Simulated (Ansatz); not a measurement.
**Al2O2 monolayer in a perpendicular field**

What dipole does a perpendicular field induce in the Al2O2 monolayer, and does the gap follow? A positive field points along +c.

Method: plane-wave DFT, PBE-D3(BJ), Ansatz PAW, in Ansatz 0.2.0.

## Step 1: Set-up

The cell holds 4 atoms: 2 O and 2 Al. Cell: a = 2.964 Å, b = 2.964 Å, c = 39.171 Å, α = 90.0°, β = 90.0°, γ = 120.0°. Vacuum lies along c.

## Step 2: Relaxation

The starting cell is a guess, so the in-plane lattice and the atoms are relaxed first, with the slab cut off from its images along the normal.

Contents of input.yaml:

```yaml
crystal:
  lattice:
    - [2.964, 0.0, 0.0]
    - [-1.482, 2.5668992968, 0.0]
    - [0.0, 0.0, 39.171142635]
  atoms:
    - { symbol: O, position: [0.3333333333, 0.6666666667, 0.448033905] }
    - { symbol: Al, position: [0.0, 0.0, 0.4691099131] }
    - { symbol: Al, position: [0.0, 0.0, 0.5308900869] }
    - { symbol: O, position: [0.3333333333, 0.6666666667, 0.551966095] }
  periodic: [true, true, false]
kpoints:
  mp_grid: { grid: [12, 12, 1] }
hamiltonian:
  xc: pbe
  dispersion: d3bj
scf:
  occupations: { method: fermi_dirac, width: 0.05 }
  convergence: { dr2_threshold: 1.0e-09 }
relax:
  f_tol: 0.004
  max_steps: 90
  cell: {}
output:
  write_potential: true
  write_density: true
  volumetric_format: npy
```

Started as:

```
$ ansatz run input.yaml --threads 2 --pin off --max-ram 3072MiB --backend cpu --events-out ev --progress --plain --runs-dir out
```

Numbers of over 12 decimals in the logs are rounded to 6 here.

Output:

```text
Warning: relax.cell: scf.convergence.dr2_threshold = 1e-9 eV is looser than the 2.02023206693e-10 eV advised for a relaxation that steers and ends on the stress (1e-10 eV for each atom of the cell: 4, times the square of relax.cell.stress_2d_tol = 0.05 N/m over 14.1 Å (the atoms' height at the walk's start and 5 Å past either face), 3.553e-2 GPa, over a crystal's default 0.05). What an SCF threshold leaves in a stress goes as its square root, and in the free energy as the threshold itself, and one threshold admits the most on a small cell: [figures from the program's tests cut] Set scf.convergence.dr2_threshold to 2.02023206693e-10 eV or tighter. [rest of the remark cut]
Engine: ansatz 0.2.0, x86_64-unknown-linux-gnu
Pseudopotentials: kind: paw
Pseudopotential: O, paw, valence charge 6, recommended cutoff 420 eV (normal), O.paw.azcp
Pseudopotential: Al, paw, valence charge 3, recommended cutoff 420 eV (normal), Al.paw.azcp
Functional definition: PBE
  parameter kappa = 0.804
  parameter beta = 0.066725
  exchange = pbe_x(kappa = kappa, mu = beta*pi^2/3)
  correlation = pbe_c(beta = beta)
Crystal: 4 atoms, lattice volume = 298.025 Å³
Basis set: ecut = 420 eV, 5687 PW (Γ), exchange–correlation on 40×40×540 points (8 copies of the dense FFT grid, shifted against one another)
Bands: 13, of which v1, the nominal top of the filled ones, is band 9 counted from 1 (8 counted from 0)
Symmetry: 12 space group operations
Space group: P-6m2 (ITA 187), of the structure as read, at distance tolerance 6.7e-5 Å
k-points: 19 of 144 (time reversal used)
Non-local potential: O, projectors of the file, l = 0: 2, l = 1: 2, l = 2: 1
Non-local potential: Al, projectors of the file, l = 0: 2, l = 1: 2, l = 2: 1
PAW form: soft (Blöchl's): semilocal exchange-correlation on the pseudo side does not see the compensation charge
PAW one-centre angular grid: O, 110 points (default); XC on 64 Gauss nodes
PAW one-centre angular grid: Al, 110 points (default); XC on 64 Gauss nodes
Initial density: superposition of atomic densities (neutral atoms: chi_scale 0, normalization atom), corrected by the library's trained network
Initial wavefunctions: pseudopotential atomic-orbital guess
Functional: x = pbe(κ = 0.804, μ = 0.219515), c = pbe(β = 0.066725)
SCF iter   1: F=—  HF=-2214.005665 eV  |F-HF|=—  |Δ(HF+E_count)|=         —  Δρ=3.47e-3  dr2=3.72e-2  ethr=1.77e-3  ⟨swp⟩=13.7  Hψ=2814  notcnv=0
preconditioner: auto → Resta (q_TF=auto, 1.709 Å⁻¹)  ε∞=1.5  [insulator: Δε(μ)=1.576 eV  Ē_g=12.772 eV  σ=0.050 eV  W_gap=1.00  n_scr=20 (ndim 8)  ℏωp=9.1 eV  f_vac=0.803  D(μ)=0.00/eV (n_scr^D=0)  ε∞_Penn≈1.5  vacuum switching on, ρ_ref=1.2e-2 e/Å³]
SCF iter   2: F=—  HF=-2214.004215 eV  |F-HF|=—  |Δ(HF+E_count)|=   1.45e-3  Δρ=2.35e-3  dr2=1.76e-2  ethr=2.06e-4  ⟨swp⟩=4.2  Hψ=779  notcnv=0
SCF iter   3: F=—  HF=-2214.000986 eV  |F-HF|=—  |Δ(HF+E_count)|=   3.23e-3  Δρ=7.67e-4  dr2=1.14e-3  ethr=9.76e-5  ⟨swp⟩=2.9  Hψ=511  notcnv=0
SCF iter   4: F=—  HF=-2214.002570 eV  |F-HF|=—  |Δ(HF+E_count)|=   1.58e-3  Δρ=9.61e-5  dr2=1.57e-5  ethr=6.34e-6  ⟨swp⟩=4.1  Hψ=661  notcnv=0
SCF iter   5: F=—  HF=-2214.002586 eV  |F-HF|=—  |Δ(HF+E_count)|=   1.61e-5  Δρ=2.26e-5  dr2=7.78e-7  ethr=8.75e-8  ⟨swp⟩=3.3  Hψ=638  notcnv=0
SCF iter   6: F=—  HF=-2214.002600 eV  |F-HF|=—  |Δ(HF+E_count)|=   1.36e-5  Δρ=4.52e-6  dr2=4.29e-8  ethr=4.32e-9  ⟨swp⟩=3.2  Hψ=543  notcnv=0
SCF iter   7: F=—  HF=-2214.002600 eV  |F-HF|=—  |Δ(HF+E_count)|=   1.41e-8  Δρ=7.68e-7  dr2=1.92e-9  ethr=2.38e-10  ⟨swp⟩=3.1  Hψ=527  notcnv=0
SCF iter   8: F=-2214.002600 eV  HF=-2214.002600 eV  |F-HF|=3.67e-10  |Δ(HF+E_count)|=   2.16e-9  Δρ=2.14e-7  dr2=9.05e-11  ethr=5.56e-12  ⟨swp⟩=11.2  Hψ=1907  notcnv=0
SCF 1 converged in 8 iterations: F = -2214.002600 eV  dr2 = 9.05e-11
  greatest PAW one-centre occupation: 0.864 electrons in one spin orbital (limit 2), on the O atom at site 3 (counted from 0), in its partial waves of l = 0
relax step   1: F+E_penalty+E_count = -2214.00260011 eV  Δ(F+E_penalty+E_count) = +0.000e0 eV  max|allowed force component| = 3.690e0 eV/Å  Δτ_max = 0.0000 Å  P = -5.744 N/m  Ω = 298.025 Å³  fix = [c, alpha, beta]  reactions: c -0.000 N/m  (8 SCF iters, accepted)
Crystal: 4 atoms, lattice volume = 308.007 Å³
Basis set: ecut = 420 eV, 5855 PW (Γ), exchange–correlation on 40×40×540 points (8 copies of the dense FFT grid, shifted against one another)
Initial density: handed on by an earlier stage of this run
Initial wavefunctions: those handed on with the density
iter 1 solved again at ethr=7.52e-4 eV; its pass at ethr=3.10e-3 eV (dr2=1.35e-1 eV) is discarded
SCF iter   1: F=—  HF=-2214.457362 eV  |F-HF|=—  |Δ(HF+E_count)|=         —  Δρ=4.28e-3  dr2=1.36e-1  ethr=7.52e-4  ⟨swp⟩=1.8  Hψ=2477  notcnv=0
preconditioner: auto → Resta (q_TF=auto, 1.700 Å⁻¹)  ε∞=1.5  [insulator: Δε(μ)=1.540 eV  Ē_g=13.102 eV  σ=0.050 eV  W_gap=1.00  n_scr=20 (ndim 8)  ℏωp=9.0 eV  f_vac=0.805  D(μ)=0.00/eV (n_scr^D=0)  ε∞_Penn≈1.5  vacuum switching on, ρ_ref=1.2e-2 e/Å³]
SCF iter   2: F=—  HF=-2214.410467 eV  |F-HF|=—  |Δ(HF+E_count)|=   4.69e-2  Δρ=1.69e-3  dr2=5.52e-3  ethr=7.52e-4  ⟨swp⟩=3.5  Hψ=542  notcnv=0
SCF iter   3: F=—  HF=-2214.410630 eV  |F-HF|=—  |Δ(HF+E_count)|=   1.63e-4  Δρ=8.01e-4  dr2=1.18e-3  ethr=3.07e-5  ⟨swp⟩=3.1  Hψ=723  notcnv=0
SCF iter   4: F=—  HF=-2214.410808 eV  |F-HF|=—  |Δ(HF+E_count)|=   1.78e-4  Δρ=4.94e-4  dr2=6.13e-4  ethr=6.55e-6  ⟨swp⟩=2.6  Hψ=453  notcnv=0
SCF iter   5: F=—  HF=-2214.410756 eV  |F-HF|=—  |Δ(HF+E_count)|=   5.17e-5  Δρ=1.26e-4  dr2=3.72e-5  ethr=3.41e-6  ⟨swp⟩=2.7  Hψ=430  notcnv=0
SCF iter   6: F=—  HF=-2214.410803 eV  |F-HF|=—  |Δ(HF+E_count)|=   4.66e-5  Δρ=2.69e-5  dr2=2.08e-6  ethr=2.07e-7  ⟨swp⟩=2.6  Hψ=484  notcnv=0
SCF iter   7: F=—  HF=-2214.410819 eV  |F-HF|=—  |Δ(HF+E_count)|=   1.63e-5  Δρ=1.96e-6  dr2=7.52e-9  ethr=1.16e-8  ⟨swp⟩=2.9  Hψ=522  notcnv=0
SCF iter   8: F=-2214.410819 eV  HF=-2214.410819 eV  |F-HF|=6.00e-11  |Δ(HF+E_count)|=   8.47e-9  Δρ=2.68e-7  dr2=1.84e-10  ethr=5.56e-12  ⟨swp⟩=12.5  Hψ=2078  notcnv=0
SCF 2 converged in 8 iterations: F = -2214.410819 eV  dr2 = 1.84e-10
  greatest PAW one-centre occupation: 0.861 electrons in one spin orbital (limit 2), on the O atom at site 3 (counted from 0), in its partial waves of l = 0
relax step   2: F+E_penalty+E_count = -2214.41081930 eV  Δ(F+E_penalty+E_count) = -4.082e-1 eV  max|allowed force component| = 7.512e-1 eV/Å  Δτ_max = 0.0878 Å  P = -6.468 N/m  Ω = 308.007 Å³  energy of the carried Pulay correction = -5.323e-3 eV  fix = [c, alpha, beta]  reactions: c -0.000 N/m  (8 SCF iters, accepted)
Crystal: 4 atoms, lattice volume = 301.567 Å³
Basis set: ecut = 420 eV, 5723 PW (Γ), exchange–correlation on 40×40×540 points (8 copies of the dense FFT grid, shifted against one another)
iter 1 solved again at ethr=1.46e-4 eV; its pass at ethr=3.10e-3 eV (dr2=2.63e-2 eV) is discarded
SCF iter   1: F=—  HF=-2214.496367 eV  |F-HF|=—  |Δ(HF+E_count)|=         —  Δρ=2.83e-3  dr2=2.82e-2  ethr=1.46e-4  ⟨swp⟩=2.2  Hψ=2261  notcnv=0
preconditioner: auto → Resta (q_TF=auto, 1.706 Å⁻¹)  ε∞=1.5  [insulator: Δε(μ)=1.351 eV  Ē_g=13.442 eV  σ=0.050 eV  W_gap=1.00  n_scr=20 (ndim 8)  ℏωp=9.1 eV  f_vac=0.806  D(μ)=0.00/eV (n_scr^D=0)  ε∞_Penn≈1.5  vacuum switching on, ρ_ref=1.3e-2 e/Å³]
SCF iter   2: F=—  HF=-2214.486489 eV  |F-HF|=—  |Δ(HF+E_count)|=   9.88e-3  Δρ=9.49e-4  dr2=2.26e-3  ethr=1.46e-4  ⟨swp⟩=2.9  Hψ=543  notcnv=0
SCF iter   3: F=—  HF=-2214.486046 eV  |F-HF|=—  |Δ(HF+E_count)|=   4.43e-4  Δρ=3.85e-4  dr2=4.74e-4  ethr=1.25e-5  ⟨swp⟩=3.1  Hψ=502  notcnv=0
SCF iter   4: F=—  HF=-2214.485951 eV  |F-HF|=—  |Δ(HF+E_count)|=   9.45e-5  Δρ=1.52e-4  dr2=3.32e-5  ethr=2.63e-6  ⟨swp⟩=3.0  Hψ=476  notcnv=0
SCF iter   5: F=—  HF=-2214.486029 eV  |F-HF|=—  |Δ(HF+E_count)|=   7.80e-5  Δρ=2.37e-5  dr2=1.42e-6  ethr=1.85e-7  ⟨swp⟩=2.9  Hψ=516  notcnv=0
SCF iter   6: F=—  HF=-2214.486043 eV  |F-HF|=—  |Δ(HF+E_count)|=   1.39e-5  Δρ=5.13e-6  dr2=4.19e-8  ethr=7.91e-9  ⟨swp⟩=3.3  Hψ=527  notcnv=0
SCF iter   7: F=-2214.486043 eV  HF=-2214.486043 eV  |F-HF|=6.00e-11  |Δ(HF+E_count)|=   1.58e-9  Δρ=3.03e-7  dr2=1.86e-10  ethr=5.56e-12  ⟨swp⟩=10.1  Hψ=2275  notcnv=0
SCF 3 converged in 7 iterations: F = -2214.486043 eV  dr2 = 1.86e-10
  greatest PAW one-centre occupation: 0.862 electrons in one spin orbital (limit 2), on the O atom at site 3 (counted from 0), in its partial waves of l = 0
relax step   3: F+E_penalty+E_count = -2214.48604329 eV  Δ(F+E_penalty+E_count) = -7.522e-2 eV  max|allowed force component| = 1.637e-1 eV/Å  Δτ_max = 0.0207 Å  P = -2.840 N/m  Ω = 301.567 Å³  energy of the carried Pulay correction = -1.909e-3 eV  fix = [c, alpha, beta]  reactions: c -0.000 N/m  (7 SCF iters, accepted)
[...]
relax step   4: F+E_penalty+E_count = -2214.50237387 eV  Δ(F+E_penalty+E_count) = -1.633e-2 eV  max|allowed force component| = 6.907e-2 eV/Å  Δτ_max = 0.0067 Å  P = -0.153 N/m  Ω = 295.582 Å³  energy of the carried Pulay correction = +1.330e-3 eV  fix = [c, alpha, beta]  reactions: c -0.000 N/m  (7 SCF iters, accepted)
[...]
relax step   5: F+E_penalty+E_count = -2214.50268373 eV  Δ(F+E_penalty+E_count) = -3.099e-4 eV  max|allowed force component| = 1.479e-3 eV/Å  Δτ_max = 0.0063 Å  P = +0.008 N/m  Ω = 295.652 Å³  energy of the carried Pulay correction = +1.292e-3 eV  fix = [c, alpha, beta]  reactions: c +0.000 N/m  (6 SCF iters, accepted)
Initial wavefunctions: pseudopotential atomic-orbital guess (no wavefunctions were taken with the density)
iter 1 solved again at ethr=4.17e-7 eV; its pass at ethr=3.10e-3 eV (dr2=7.51e-5 eV) is discarded
SCF iter   1: F=—  HF=-2214.501433 eV  |F-HF|=—  |Δ(HF+E_count)|=         —  Δρ=2.49e-5  dr2=2.50e-7  ethr=4.17e-7  ⟨swp⟩=5.2  Hψ=3643  notcnv=0
preconditioner: auto → Resta (q_TF=auto, 1.711 Å⁻¹)  ε∞=1.5  [insulator: Δε(μ)=1.274 eV  Ē_g=13.526 eV  σ=0.050 eV  W_gap=1.00  n_scr=20 (ndim 8)  ℏωp=9.2 eV  f_vac=0.806  D(μ)=0.00/eV (n_scr^D=0)  ε∞_Penn≈1.5  vacuum switching on, ρ_ref=1.3e-2 e/Å³]
SCF iter   2: F=—  HF=-2214.501496 eV  |F-HF|=—  |Δ(HF+E_count)|=   6.31e-5  Δρ=1.18e-5  dr2=7.48e-8  ethr=1.39e-9  ⟨swp⟩=3.9  Hψ=631  notcnv=0
SCF iter   3: F=—  HF=-2214.501497 eV  |F-HF|=—  |Δ(HF+E_count)|=   1.29e-7  Δρ=4.96e-6  dr2=3.05e-8  ethr=4.16e-10  ⟨swp⟩=2.7  Hψ=477  notcnv=0
SCF iter   4: F=-2214.501497 eV  HF=-2214.501497 eV  |F-HF|=3.23e-11  |Δ(HF+E_count)|=   7.69e-9  Δρ=7.68e-7  dr2=7.58e-10  ethr=5.56e-12  ⟨swp⟩=14.8  Hψ=2569  notcnv=0
SCF 6 converged in 4 iterations: F = -2214.501497 eV  dr2 = 7.58e-10
relax step   6: F+E_penalty+E_count = -2214.50149657 eV  Δ(F+E_penalty+E_count) = +1.187e-3 eV  max|allowed force component| = 1.328e-3 eV/Å  Δτ_max = 0.0000 Å  P = -0.043 N/m  Ω = 295.652 Å³  fix = [c, alpha, beta]  reactions: c -0.000 N/m  stress off target by 4.27e-2 N/m on what of the cell is left free  SCF on the basis re-selected at this cell (its energy is not comparable with the rows above)  (4 SCF iters)
basis re-selected at this cell: Δ(F+E_penalty+E_count) = +1.187e-3 eV, ΔP = -0.051 N/m vs the last step (what re-selecting the basis moved, of the pressure what is left beyond the Pulay correction that the steps carried, after the strain that the cell walked since its last selection, with what the two solves' SCF thresholds leave and, on support functions, any second-order correction that the steps lacked; it is no m [...]
WARN: The output density's exchange-correlation potential varies sharply where the density is thin. Do not read a vacuum level from v_tot or v_xc, or from such a field of the output density. On a cell that repeats whose density bears no net charge and no dipole along the vacuum's axis use v_es (v_loc + v_h of the components); under efield.dipole_correction with no amplitude use v_es + v_field, which holds any externa [...]
SCF converged after 4 iterations
Free energy (F): -2214.501497 eV
Harris-Foulkes:  -2214.501497 eV  (|F-HF|=3.23e-11)
Internal energy: -2214.501496 eV  (E = F + TS)
E sigma→0 (E₀):  -2214.501496 eV
Entropy (-TS):   -0.000000 eV (-0.000 meV/atom)
Fermi energy:    -4.317847 eV
--- Per-component energies (eV) ---
  E_band       = -241.875706
  E_kinetic    = 403.757582
  E_local      = -30734.683486  (includes V_loc(G=0)·N_el)
  E_nonlocal   = 115.963066
  E_hartree    = 15150.746292
  E_xc         = -228.764567
  E_vxc        = -248.426682  (∫ρ·V_xc dr)
  E_paw        = -1252.016354  (= ΣΔE_a)
  E_vpaw       = -79.983672  (= ΣTr[D̂ρ^β])
  E_aug_tail   = 0.005012  (compensation charges beyond the density's cutoff)
  E_ewald      = 14331.069397
  E_disp       = -0.578440  (pairwise vdW)
  E_smearing   = -0.000000  (= −TS)
  E_closure    = -0.000000  (closes the sum)
  Σ components = -2214.501497   (vs F -2214.501497, Δ=0.00e0)
--- Forces (eV/Å), atoms counted from 1 ---
  atom   1  O     -0.00000000     0.00000000    -0.00132848
  atom   2  Al     0.00000000    -0.00000000    -0.00089764
  atom   3  Al     0.00000000    -0.00000000     0.00089764
  atom   4  O     -0.00000000     0.00000000     0.00132848
  max |Σ_I F_I| component: 2.17e-16 eV/Å
--- 2D stress c σ (N/m, compression-positive) ---
       -0.042727      -0.000000      -0.000000
       -0.000000      -0.042727      -0.000000
        0.000000       0.000000       0.000000
  P = ½ c Tr σ = -0.0427 N/m
--- Band table (eV; the first three rows and the last of 19) ---
  k-point 0: bands = [... 5 lower, -9.4886, -9.4682, -9.4682, -7.3828, -3.1798, -1.0320, -0.2068, 0.0581]
  k-point 1: bands = [... 5 lower, -9.7856, -9.5378, -9.5161, -7.2198, -2.8456, -0.8389, -0.0637, 0.2361]
  k-point 2: bands = [... 5 lower, -10.1037, -9.6686, -9.6439, -6.9038, -2.0562, -0.3641, 0.3359, 0.7322]
  k-point 18: bands = [... 5 lower, -11.9939, -9.5251, -9.0712, -4.9437, -3.4849, -0.5631, 0.8733, 3.4557]
  the weakly bound empty levels are not read free of the cell's end (no_gap_told)
--- Relaxed structure (5 steps of the walk, 5 accepted, 1 SCFs on fresh bases) ---
  F+E_penalty+E_count = -2214.50149657 eV   max|allowed force component| = 1.328e-3 eV/Å   (the final SCF, on the basis selected at the relaxed cell)
  cell:  # Å, volume = 295.6524 Å³
    - [2.952176, 0, 0.0]
    - [-1.476088, 2.556660, 0.0]
    - [0.0, 0.0, 39.171142635]
  atoms:
    - { symbol: O, position: [0.333333, 0.666667, 0.449705] }
    - { symbol: Al, position: [0.0, -3.700743415524894e-17, 0.466719] }
    - { symbol: Al, position: [0.0, -3.700743415524894e-17, 0.533281] }
    - { symbol: O, position: [0.333333, 0.666667, 0.550295] }
```

Run time: 61 s. Hardware: 2 threads of Intel Xeon at 2.50GHz (Skylake/Cascade Lake), shared host; peak memory 0.49 GiB; 89 s of CPU time.

The steps of the relaxation:

```
step  energy less that of the first step (eV)  largest force component (eV/Å)  volume (Å³)
   1                                   0.0000                          3.6902       298.03
   2                                  -0.4082                          0.7512       308.01
   3                                  -0.4834                          0.1637       301.57
   4                                  -0.4998                          0.0691       295.58
   5                                  -0.5001                          0.0015       295.65
  6*                                  -0.4989                          0.0013       295.65
```

Relaxation steps marked * repeat the geometry before them on a plane-wave basis chosen anew for their cell, so energy and pressure can jump there.

Forces are held to the 12 operations that the run works with; a distortion that breaks them can't arise in this run.

```
cell as run  before  after  change
      a (Å)   2.964  2.952  -0.4 %
      b (Å)   2.964  2.952  -0.4 %
```

The atoms that moved most (Å, along periodic axes as changes of fractional coordinates times the final cell, across vacuum about the mean position):

```
atom     dx     dy      dz  length
 Al3  0.000  0.000   0.094   0.094
 Al2  0.000  0.000  -0.094   0.094
  O4  0.000  0.000  -0.065   0.065
  O1  0.000  0.000   0.065   0.065
```

Final coordinates:

```cif
data_structure
_symmetry_space_group_name_H-M 'P 1'
_symmetry_Int_Tables_number 1
_cell_length_a 2.9522
_cell_length_b 2.9522
_cell_length_c 39.1711
_cell_angle_alpha 90.000
_cell_angle_beta 90.000
_cell_angle_gamma 120.000
_cell_volume 295.65
loop_
_atom_site_label
_atom_site_type_symbol
_atom_site_fract_x
_atom_site_fract_y
_atom_site_fract_z
_atom_site_occupancy
O1 O 0.33333 0.66667 0.44971 1
Al2 Al 0.00000 0.00000 0.46672 1
Al3 Al 0.00000 0.00000 0.53328 1
O4 O 0.33333 0.66667 0.55029 1
```

The lattice constant a goes from 2.964 to 2.952 Å.

[end of part 1 of 2]

[Logs are printed without paths, hosts, clocks, repeated set-up lines and the standing remarks that a program may print on its own settings, such as how far it seeks lower states.]

[Hosts, paths, dates, database ids (printed as entryN), source tags and the programs' standing remarks are cut or masked in the printed files.]

[Maps of the electrostatic potential energy from Ansatz leave out the sawtooth potential of an applied field or a dipole correction, so their vacuum need not be flat; planar profiles and work functions include it.]
